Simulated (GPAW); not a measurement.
# Li (Lithium, Im-3m): the Li K absorption edge, part 2 of 3

How does the Li K edge of Li (Lithium, Im-3m) move when the bonds are compressed or stretched?

GPAW 26.7.0; X-ray absorption from dipole matrix elements to empty bands, plane-wave PAW PBE.

So far. Step 2 (The field without a hole): The mesh shows no gap, so the system is treated as a metal and the core electron is put at the Fermi level (neutral cell).

**4. Spectrum with XCH, Li atom 1**

The holes are 6.1 Å apart. In GPAW the data set carries the hole's charge, so charge=0 means a charged cell and charge=-1 a neutral one. The excited electron is kept in the cell, where it fills the lowest empty states and screens the hole. After the field has converged, empty bands are computed with the density fixed and the dipole matrix elements are summed.

The absorber has 8 Li at 3.04 Å and 6 Li at 3.51 Å (cube and octahedron, as in bcc, site symmetry m-3m).

Contents of xas.py:

```python
import numpy as np
from ase import Atoms
from ase.parallel import parprint, paropen
from gpaw import GPAW, PW, FermiDirac, Mixer, MixerDif, setup_paths
from gpaw.test import gen
setup_paths.insert(0, '.')
gen('Li', name='fch1s', xcname='PBE', corehole=(1, 0, 1), write_xml=True)
from gpaw.mpi import world
world.barrier()

atoms = Atoms('Li8',
    cell=[[-3.5093, 3.5093, 3.5093],
     [3.5093, -3.5093, 3.5093],
     [3.5093, 3.5093, -3.5093]],
    scaled_positions=[[0, 0, 0],
     [0, 0, 0.5],
     [0, 0.5, 0],
     [0.5, 0, 0],
     [0, 0.5, 0.5],
     [0.5, 0, 0.5],
     [0.5, 0.5, 0],
     [0.5, 0.5, 0.5]],
    pbc=True)
atoms.calc = calc = GPAW(legacy_gpaw=True, mode=PW(500), xc='PBE', setups={0: 'fch1s'},
    kpts={'size': (5, 5, 5), 'gamma': True}, occupations=FermiDirac(0.1),
    charge=-1, mixer=Mixer(0.1, 5, 50), maxiter=150,
    convergence={'density': 0.0001}, txt='scf.txt')
energy = atoms.get_potential_energy() + calc.get_reference_energy()
ef = calc.get_fermi_level()
out = dict(energy=energy, fermi=ef, forces=atoms.get_forces().tolist())
parprint(f'all-electron energy {energy:.4f} eV, Fermi level {ef:.4f} eV')
ev = np.array([[calc.get_eigenvalues(k, s) for k in range(len(calc.get_ibz_k_points()))] for s in range(calc.get_number_of_spins())])
out['homo'], out['lumo'], out['counts'] = ev[ev < ef].max(), ev[ev > ef].min(), sorted(set((ev < ef).sum((0, 2)).tolist()))
out['filled'] = (ev[:, 0] < ef).sum(1).tolist()

from ase.units import Ha
from gpaw.xas import dipole_matrix_elements
nb = int(calc.get_number_of_electrons() / 2) + 106
top, nb = nb, nb + 8 + nb // 12
nscf = calc.fixed_density(kpts={'size': (6, 6, 6), 'gamma': True}, nbands=nb,
    convergence={'bands': top, 'eigenstates': 1e-5}, maxiter=60, txt='nscf.txt')
cell = atoms.cell.array
ops = [cell.T @ U.T @ np.linalg.inv(cell.T) for U in nscf.wfs.kd.symmetry.op_scc]
E = np.arange(-6, 34, 0.1)
fwhm = np.interp(E, [4, 25], [0.9, 3.5])
Y, X, zero, highest = 0, 0, 1e9, 1e9
for spin in range(nscf.get_number_of_spins()):
    wfs = nscf.wfs
    A = dipole_matrix_elements(wfs.setups[0])
    eps = np.zeros((wfs.kd.nibzkpts, nb))
    d = np.zeros((3, A.shape[1], wfs.kd.nibzkpts, nb), complex)
    for kpt in wfs.kpt_u:
        if kpt.s == spin and 0 in kpt.P_ani:
            eps[kpt.k] = kpt.eps_n * Ha
            d[:, :, kpt.k] = (kpt.weight * wfs.nspins / 2) ** 0.5 * np.inner(A, kpt.P_ani[0])
    world.sum(eps)
    world.sum(d)
    T = np.einsum('amkn,bmkn->abkn', d, d.conj()).real
    T = sum(np.einsum('ai,ijkn,bj->abkn', R, T, R) for R in ops) / len(ops)
    empty = eps > ef
    zero, highest = min(zero, eps[empty].min()), min(highest, eps[:, top - 1].min())
    lines = [(eps, T, empty)] if spin == 0 else lines + [(eps, T, empty)]
for eps, T, empty in lines:
    f = np.einsum('aakn->akn', T).reshape(3, -1)
    x = eps.ravel() - zero
    w = np.interp(x, E, fwhm) / 2.35482
    g = np.exp(-0.5 * ((E[:, None] - x) / w) ** 2) / (w * (2 * np.pi) ** 0.5)
    Y = Y + (f * empty.ravel()) @ g.T
    X = X + (f * ~empty.ravel()) @ g.T
out.update(E=E.round(2).tolist(), xas=Y.tolist(), xes=X.tolist(), zero=zero, valid=highest - zero, nk=len(eps), nb=nb)
for i in range(0, len(E), 10):
    parprint(f'{E[i]:7.2f}', *(f'{v:10.3e}' for v in Y[:, i]))
import json
with paropen('out.json', 'w') as f:
    json.dump(out, f)
```

The run is started by

```bash
$ OMP_NUM_THREADS=1 mpirun -n 2 gpaw python xas.py
```

Numbers of over 12 decimals in the logs are rounded to 6 here.

Output:

```text
Input parameters:
  charge: -1
  convergence: {density: 0.0001}
  kpts: {gamma: True,
         size: (5, 5, 5)}
  maxiter: 150
  mixer: {backend: pulay,
          beta: 0.1,
          method: separate,
          nmaxold: 5,
          weight: 50}
  mode: {ecut: 500.0,
         name: pw}
  occupations: {fixmagmom: False,
                name: fermi-dirac,
                width: 0.1}
  setups: {0: fch1s}
  xc: PBE

Initialize ...

[... PAW data sets ...]

Reference energy: -1553.895725  # eV

Spin-paired calculation

[... convergence settings ...]
Symmetries present (total): 48
  [... symmetry matrices ...]

125 k-points: 5 x 5 x 5 Monkhorst-Pack grid
10 k-points in the irreducible part of the Brillouin zone
       k-points in crystal coordinates                weights
   0:     0.00000000    0.00000000    0.00000000          1/125
   1:     0.20000000    0.00000000    0.00000000         12/125
   2:     0.20000000    0.20000000   -0.20000000          6/125
   3:     0.40000000    0.00000000   -0.20000000         24/125
   4:     0.40000000    0.00000000    0.00000000         12/125
   5:     0.40000000    0.20000000   -0.20000000         24/125
   6:     0.40000000    0.20000000    0.20000000          8/125
   7:     0.40000000    0.40000000   -0.40000000          6/125
   8:     0.40000000    0.40000000    0.20000000         24/125
   9:     0.40000000    0.40000000    0.40000000          8/125

Wave functions: Plane wave expansion
  Cutoff energy: 500.000 eV
  Number of coefficients (min, max): 4321, 4404
  Pulay-stress correction: 0.000000 eV/Ang^3 (de/decut=0.000000)
  Using FFTW library
  Wavefunction extrapolation:
    Improved wavefunction reuse through dual PAW basis

Occupation numbers: Fermi-Dirac:
  width: 0.1000  # eV

Eigensolver
   Davidson(niter=2)

Densities:
  Coarse grid: 32*32*32 grid
  Fine grid: 64*64*64 grid
  Total Charge: 0.000000

Density mixing:
  Method: separate
  Backend: pulay
  Linear mixing parameter: 0.1
  old densities: 5
  Width of damping distribution: 1.1
  Damping of long wavelength oscillations: 50

[... Hamiltonian set-up ...]
Number of atoms: 8
Number of atomic orbitals: 32
Number of bands in calculation: 10
Number of valence electrons: 9
Bands to converge: occupied

... initialized

Initializing position-dependent things.

Density initialized from atomic densities
Creating initial wave functions:
  10 bands from LCAO basis set

             Li
          Li      Li
               Li
                Li
             Li      Li
                  Li

Atomic positions and initial magnetic moments

Positions:
   0 Li     0.000000    0.000000    0.000000    ( 0.0000,  0.0000,  0.0000)
   1 Li     1.754650    1.754650   -1.754650    ( 0.0000,  0.0000,  0.0000)
   2 Li     1.754650   -1.754650    1.754650    ( 0.0000,  0.0000,  0.0000)
   3 Li    -1.754650    1.754650    1.754650    ( 0.0000,  0.0000,  0.0000)
   4 Li     3.509300    0.000000    0.000000    ( 0.0000,  0.0000,  0.0000)
   5 Li     0.000000    3.509300    0.000000    ( 0.0000,  0.0000,  0.0000)
   6 Li     0.000000    0.000000    3.509300    ( 0.0000,  0.0000,  0.0000)
   7 Li     1.754650    1.754650    1.754650    ( 0.0000,  0.0000,  0.0000)

Unit cell:
           periodic     x           y           z      points  spacing
  1. axis:    yes   -3.509300    3.509300    3.509300    32     0.1551
  2. axis:    yes    3.509300   -3.509300    3.509300    32     0.1551
  3. axis:    yes    3.509300    3.509300   -3.509300    32     0.1551

  Lengths:   6.078286   6.078286   6.078286
  Angles:  109.471221 109.471221 109.471221

Effective grid spacing dv^(1/3) = 0.1741

iter:   1   -27.996504
iter:   2   -26.333199   -1.14  -0.29
iter:   3   -25.299634   -1.01  -0.47
iter:   4   -25.285075   -2.62  -1.13
iter:   5   -25.274424   -2.54  -1.24
iter:   6   -25.272560   -3.86  -2.03
iter:   7   -25.272681c  -5.32  -2.31
iter:   8   -25.272303c  -4.60  -2.30
iter:   9   -25.272288c  -5.72  -3.25
iter:  10   -25.272308c  -6.93  -3.77
iter:  11   -25.272276c  -6.14  -3.69
iter:  12   -25.272295c  -6.74  -3.50
iter:  13   -25.272294c  -8.69c -4.51c

Converged after 13 iterations.

Dipole moment: (-0.000000, 0.000000, 0.000000) |e|*Ang

Energy contributions relative to reference atoms: (reference = -1553.895725)

Kinetic:        +13.727806
Potential:      -17.094194
External:        +0.000000
XC:             -21.792616
Entropy (-ST):   -0.129934
Local:           -0.048322
SIC:             +0.000000
--------------------------
Free energy:    -25.337261
Extrapolated:   -25.272294

Showing only first 2 kpts
 Kpt  Band  Eigenvalues  Occupancy
  0     2     -0.06135    1.86379
  0     3     -0.06135    1.86379
  0     4      0.52028    0.07833
  0     5      0.52028    0.07833

  1     2     -0.13933    1.93516
  1     3     -0.04437    1.84059
  1     4      0.15978    1.19972
[...]
Fermi level: 0.20027

No gap
No difference between direct/indirect transitions

Forces in eV/Ang:
  0 Li    0.00000    0.00000    0.00000
  1 Li    0.00000    0.00000    0.00000
  2 Li    0.00000    0.00000    0.00000
  3 Li   -0.00000   -0.00000    0.00000
  4 Li   -0.00000    0.00000    0.00000
  5 Li    0.00000   -0.00000    0.00000
  6 Li    0.00000    0.00000    0.00000
  7 Li    0.00000    0.00000    0.00000
Scalar-relativistic atomic PBE calculation for Li (Lithium, Z=3)
Core hole in 1s state (1s occupation: 1.0)
300 radial gridpoints.
|------------------------------------------------|
|------------------------------------------------|
[... the atom generator's iteration count ...]

Energy contributions:
-------------------------
Kinetic:       +4.912696
XC:            -0.957647
Potential:     -8.893459
-------------------------
Total:         -4.938410

state      eigenvalue         ekin         rmax
-----------------------------------------------
1s^1.0 :    -3.159779     4.281063        0.337
2s^1.0 :    -0.455748     0.631633        2.136
2p^0.0 :    -0.371637     0.561325        1.929
-----------------------------------------------
(units: Bohr and Hartree)

Generating PAW setup
Kinetic energy of the core from tauc = 4.281643
Cutoffs:
rc(s)=2.000
rc(p)=2.000
rc(d)=2.000
rc(vbar)=1.800
rc(comp)=2.000
rc(nct)=2.000

Kinetic energy of the core states: 4.281063
Charge: 1.0
Core electrons: 1.0
Valence electrons: 1.0
Pseudo-core charge: 0.037699
Shape function alpha=2.500
Pseudo-electron charge 1.065086
state    eigenvalue         norm
--------------------------------
2s(1) :    -0.455748     1.027388
*s    :     0.544252
2p(0) :    -0.371637     0.945749
*p    :     0.628363
*d    :     0.000000
--------------------------------

Diagonalizing with gridspacing h=0.050

state   all-electron     PAW
-------------------------------
2s:      -0.455748    -0.455768
2p:      -0.371637    -0.371747
*d:                   -0.094387
*f:                   -0.020949
-------------------------------
all-electron energy -1579.1680 eV, Fermi level 0.2003 eV
[...]
31.00  1.202e-03  1.202e-03  1.202e-03
  32.00  1.217e-03  1.217e-03  1.217e-03
  33.00  1.191e-03  1.191e-03  1.191e-03
```

Run time: 81 s. Hardware: 2 MPI ranks of Arm Neoverse V1, shared host; peak memory 0.34 GiB; 2.7 min of CPU time.

The Li K spectrum, Li atom 1, excited-electron core hole (neutral cell) (energy from the lowest empty level; intensity scaled to a mean of 1 over the first 20 eV):

| E (eV) | intensity |
| --- | --- |
| -2.0 | 0.00 |
| -1.5 | 0.00 |
| -1.0 | 0.00 |
| -0.5 | 0.08 |
| 0.0 | 0.48 |
| 0.5 | 0.95 |
| 1.0 | 0.86 |
| 1.5 | 0.82 |
| 2.0 | 1.09 |
| 2.5 | 1.37 |
| 3.0 | 0.95 |
| 3.5 | 0.61 |
| 4.0 | 0.91 |
| 4.5 | 1.42 |
| 5.0 | 1.86 |
| 5.5 | 1.46 |
| 6.0 | 1.16 |
| 6.5 | 1.26 |
| 7.0 | 1.52 |
| 7.5 | 1.89 |
| 8.0 | 2.01 |
| 8.5 | 1.69 |
| 9.0 | 1.25 |
| 9.5 | 1.04 |
| 10.0 | 1.00 |
| 10.5 | 1.01 |
| 11.0 | 1.04 |
| 11.5 | 1.02 |
| 12.0 | 0.90 |
| 12.5 | 0.74 |
| 13.0 | 0.59 |
| 13.5 | 0.48 |
| 14.0 | 0.45 |
| 14.5 | 0.50 |
| 15.0 | 0.60 |
| 15.5 | 0.71 |
| 16.0 | 0.78 |
| 16.5 | 0.82 |
| 17.0 | 0.81 |
| 17.5 | 0.80 |
| 18.0 | 0.78 |
| 18.5 | 0.75 |
| 19.0 | 0.72 |
| 19.5 | 0.69 |
| 20.0 | 0.68 |
| 20.5 | 0.67 |
| 21.0 | 0.66 |
| 21.5 | 0.65 |
| 22.0 | 0.63 |
| 22.5 | 0.61 |
| 23.0 | 0.60 |
| 23.5 | 0.60 |
| 24.0 | 0.61 |
| 24.5 | 0.62 |
| 25.0 | 0.64 |
| 25.5 | 0.66 |
| 26.0 | 0.67 |
| 26.5 | 0.67 |
| 27.0 | 0.66 |
| 27.5 | 0.62 |
| 28.0 | 0.58 |
| 28.5 | 0.54 |
| 29.0 | 0.50 |
| 29.5 | 0.48 |
| 30.0 | 0.46 |
| 30.5 | 0.45 |
| 31.0 | 0.45 |
| 31.5 | 0.45 |
| 32.0 | 0.45 |

Main maxima below 24 eV (height): 0.6 eV (0.98), 2.5 eV (1.37), 5.0 eV (1.86), 7.9 eV (2.03), 11.1 eV (1.05) and 16.7 eV (0.82). A K edge sees empty p states on the absorber.

The total-energy difference is 58.26 eV. One term is added: -3.34 eV, since the hole is spin-paired here and a spin-polarised one costs that much less in the free atom (computed apart). The photon energy is then 54.92 eV. The tabulated edge of the element is 54.7 eV. The functional leaves an error of a few eV in such absolute values.

**5. Supercell without a hole, the energy reference**

The cell changes for the next run, so it gets a reference energy of its own.

The cell differs from the one that the last finished run ended in (a 6.078 → 5.890 Å, b 6.078 → 5.890 Å, c 6.078 → 5.890 Å).

Contents of scf.py:

```python
import numpy as np
from ase import Atoms
from ase.parallel import parprint, paropen
from gpaw import GPAW, PW, FermiDirac, Mixer, MixerDif, setup_paths
from gpaw.test import gen
setup_paths.insert(0, '.')
gen('Li', name='nch1s', xcname='PBE', corehole=(1, 0, 0), write_xml=True)
from gpaw.mpi import world
world.barrier()

atoms = Atoms('Li8',
    cell=[[-3.40069456, 3.40069456, 3.40069456],
     [3.40069456, -3.40069456, 3.40069456],
     [3.40069456, 3.40069456, -3.40069456]],
    scaled_positions=[[0, 0, 0],
     [0, 0, 0.5],
     [0, 0.5, 0],
     [0.5, 0, 0],
     [0, 0.5, 0.5],
     [0.5, 0, 0.5],
     [0.5, 0.5, 0],
     [0.5, 0.5, 0.5]],
    pbc=True)
atoms.calc = calc = GPAW(legacy_gpaw=True, mode=PW(500), xc='PBE', setups={0: 'nch1s'},
    kpts={'size': (5, 5, 5), 'gamma': True}, occupations=FermiDirac(0.1),
    charge=0, mixer=Mixer(0.1, 5, 50), maxiter=150,
    convergence={'density': 0.0001}, txt='scf.txt')
energy = atoms.get_potential_energy() + calc.get_reference_energy()
ef = calc.get_fermi_level()
out = dict(energy=energy, fermi=ef, forces=atoms.get_forces().tolist())
parprint(f'all-electron energy {energy:.4f} eV, Fermi level {ef:.4f} eV')
ev = np.array([[calc.get_eigenvalues(k, s) for k in range(len(calc.get_ibz_k_points()))] for s in range(calc.get_number_of_spins())])
out['homo'], out['lumo'], out['counts'] = ev[ev < ef].max(), ev[ev > ef].min(), sorted(set((ev < ef).sum((0, 2)).tolist()))
out['filled'] = (ev[:, 0] < ef).sum(1).tolist()
import json
with paropen('out.json', 'w') as f:
    json.dump(out, f)
```

The run is started by

```bash
$ OMP_NUM_THREADS=1 mpirun -n 2 gpaw python scf.py
```

Output:

```text
Input parameters:
  convergence: {density: 0.0001}
  kpts: {gamma: True,
         size: (5, 5, 5)}
  maxiter: 150
  mixer: {backend: pulay,
          beta: 0.1,
          method: separate,
          nmaxold: 5,
          weight: 50}
  mode: {ecut: 500.0,
         name: pw}
  occupations: {fixmagmom: False,
                name: fermi-dirac,
                width: 0.1}
  setups: {0: nch1s}
  xc: PBE

Initialize ...

[...]
--------------------------------
2s(1) :    -0.105634     0.996748
*s    :     0.894366
2p(0) :    -0.040062     0.995801
*p    :     0.959938
*d    :     0.000000
--------------------------------

Diagonalizing with gridspacing h=0.050

state   all-electron     PAW
-------------------------------
2s:      -0.105634    -0.105613
2p:      -0.040062    -0.039956
*d:                    0.026585
*f:                    0.060870
-------------------------------
all-electron energy -1637.4477 eV, Fermi level 0.4328 eV
[key lines of the parts left out:]
Converged after 10 iterations.
Dipole moment: (0.000000, -0.000000, -0.000000) |e|*Ang
Free energy:    -15.225163
Fermi level: 0.43279
```

The job ended after 6.5 s (2 MPI ranks; peak memory 0.22 GiB).

Reference energy: -1637.448 eV with the cores included.

**6. Spectrum with XCH, Li atom 1**

Shorter bonds are expected to push antibonding states and scattering resonances up, and longer ones down; the cell is scaled to test that.

Changed against the first core-hole run: volume scale from 1 to 0.91.

Edit xas.py of step 4 so:

```diff
@@ -11,5 +11,5 @@
 atoms = Atoms('Li8',
-    cell=[[-3.5093, 3.5093, 3.5093],
-     [3.5093, -3.5093, 3.5093],
-     [3.5093, 3.5093, -3.5093]],
+    cell=[[-3.40069456, 3.40069456, 3.40069456],
+     [3.40069456, -3.40069456, 3.40069456],
+     [3.40069456, 3.40069456, -3.40069456]],
     scaled_positions=[[0, 0, 0],
@@ -37,5 +37,5 @@
 from gpaw.xas import dipole_matrix_elements
-nb = int(calc.get_number_of_electrons() / 2) + 106
+nb = int(calc.get_number_of_electrons() / 2) + 97
 top, nb = nb, nb + 8 + nb // 12
-nscf = calc.fixed_density(kpts={'size': (6, 6, 6), 'gamma': True}, nbands=nb,
+nscf = calc.fixed_density(kpts={'size': (7, 7, 7), 'gamma': True}, nbands=nb,
     convergence={'bands': top, 'eigenstates': 1e-5}, maxiter=60, txt='nscf.txt')
```

The run is started by

```bash
$ OMP_NUM_THREADS=1 mpirun -n 2 gpaw python xas.py
```

Output:

```text
Input parameters:
  charge: -1
  convergence: {density: 0.0001}
  kpts: {gamma: True,
         size: (5, 5, 5)}
  maxiter: 150
  mixer: {backend: pulay,
          beta: 0.1,
          method: separate,
          nmaxold: 5,
          weight: 50}
  mode: {ecut: 500.0,
         name: pw}
  occupations: {fixmagmom: False,
                name: fermi-dirac,
                width: 0.1}
  setups: {0: fch1s}
  xc: PBE

[...]
*p    :     0.628363
*d    :     0.000000
--------------------------------

Diagonalizing with gridspacing h=0.050

state   all-electron     PAW
-------------------------------
2s:      -0.455748    -0.455768
2p:      -0.371637    -0.371747
*d:                   -0.094387
*f:                   -0.020949
-------------------------------
all-electron energy -1579.4313 eV, Fermi level 0.4513 eV
[...]
32.00  1.131e-03  1.131e-03  1.131e-03
  33.00  1.106e-03  1.106e-03  1.106e-03
[key lines of the parts left out:]
Converged after 13 iterations.
Dipole moment: (0.000000, -0.000000, -0.000000) |e|*Ang
Free energy:    -25.597656
Fermi level: 0.45128
```

Elapsed: 83 s, on 2 MPI ranks; peak memory 0.35 GiB.

| E (eV) | first run | this run |
| --- | --- | --- |
| -2.0 | 0.00 | 0.00 |
| -1.0 | 0.00 | 0.00 |
| 0.0 | 0.48 | 0.56 |
| 1.0 | 0.86 | 0.87 |
| 2.0 | 1.09 | 0.87 |
| 3.0 | 0.95 | 1.17 |
| 4.0 | 0.91 | 0.68 |
| 5.0 | 1.86 | 1.52 |
| 6.0 | 1.16 | 1.36 |
| 7.0 | 1.52 | 1.18 |
| 8.0 | 2.01 | 1.81 |
| 9.0 | 1.25 | 1.82 |
| 10.0 | 1.00 | 1.09 |
| 11.0 | 1.04 | 0.97 |
| 12.0 | 0.90 | 1.01 |
| 13.0 | 0.59 | 0.87 |
| 14.0 | 0.45 | 0.60 |
| 15.0 | 0.60 | 0.46 |
| 16.0 | 0.78 | 0.58 |
| 17.0 | 0.81 | 0.75 |
| 18.0 | 0.78 | 0.79 |
| 19.0 | 0.72 | 0.76 |
| 20.0 | 0.68 | 0.71 |
| 21.0 | 0.66 | 0.67 |
| 22.0 | 0.63 | 0.65 |
| 23.0 | 0.60 | 0.62 |
| 24.0 | 0.61 | 0.57 |
| 25.0 | 0.64 | 0.56 |
| 26.0 | 0.67 | 0.58 |
| 27.0 | 0.66 | 0.62 |
| 28.0 | 0.58 | 0.65 |
| 29.0 | 0.50 | 0.62 |
| 30.0 | 0.46 | 0.55 |
| 31.0 | 0.45 | 0.47 |
| 32.0 | 0.45 | 0.42 |

This run also has another mesh (7×7×7 against 6×6×6), so the 20 % r.m.s. difference can't be laid on the changed setting alone. The highest intensity below 16 eV goes from 7.9 eV (2.03) to 8.5 eV (1.99).

The photon energy of the zero moves by -0.25 eV.

**7. Reference energy of the supercell**

The cell changes for the next run, so it gets a reference energy of its own.

The cell differs from the one that the last finished run ended in (a 5.890 → 6.017 Å, b 5.890 → 6.017 Å, c 5.890 → 6.017 Å).

Edit scf.py of step 5 so:

```diff
@@ -11,5 +11,5 @@
 atoms = Atoms('Li8',
-    cell=[[-3.40069456, 3.40069456, 3.40069456],
-     [3.40069456, -3.40069456, 3.40069456],
-     [3.40069456, 3.40069456, -3.40069456]],
+    cell=[[-3.4738501, 3.4738501, 3.4738501],
+     [3.4738501, -3.4738501, 3.4738501],
+     [3.4738501, 3.4738501, -3.4738501]],
     scaled_positions=[[0, 0, 0],
```

The run is started by

```bash
$ OMP_NUM_THREADS=1 mpirun -n 2 gpaw python scf.py
```

Output:

```text
Input parameters:
  convergence: {density: 0.0001}
  kpts: {gamma: True,
         size: (5, 5, 5)}
  maxiter: 150
  mixer: {backend: pulay,
          beta: 0.1,
          method: separate,
          nmaxold: 5,
          weight: 50}
  mode: {ecut: 500.0,
         name: pw}
  occupations: {fixmagmom: False,
                name: fermi-dirac,
                width: 0.1}
  setups: {0: nch1s}
  xc: PBE

Initialize ...

[...]
--------------------------------
2s(1) :    -0.105634     0.996748
*s    :     0.894366
2p(0) :    -0.040062     0.995801
*p    :     0.959938
*d    :     0.000000
--------------------------------

Diagonalizing with gridspacing h=0.050

state   all-electron     PAW
-------------------------------
2s:      -0.105634    -0.105613
2p:      -0.040062    -0.039956
*d:                    0.026585
*f:                    0.060870
-------------------------------
all-electron energy -1637.4503 eV, Fermi level 0.2677 eV
[key lines of the parts left out:]
Converged after 10 iterations.
Dipole moment: (-0.000000, 0.000000, 0.000000) |e|*Ang
Free energy:    -15.228385
Fermi level: 0.26773
```

Wall time 6.7 s (2 MPI ranks); peak memory 0.22 GiB.

Reference energy: -1637.450 eV with the cores included.

(Continued in part 3 of 3.)

[Banner, clock and machine lines of the logs are left out without a mark of their own.]

[Logs are printed without paths, hosts, clocks, repeated set-up lines and the standing remarks that a program may print on its own settings, such as how far it seeks lower states.]

[Hosts, paths, dates, database ids (printed as entryN), source tags and the programs' standing remarks are cut or masked in the printed files.]

[Lists of maxima count a maximum above −3 eV only where it reaches 4 % of the highest in the window and stands out from its surroundings by 2 % of it (1.5 % where it reaches 55 %); shoulders and weaker maxima are passed over, and of the rest the first, up to two pre-edge ones and the few strongest are named.]
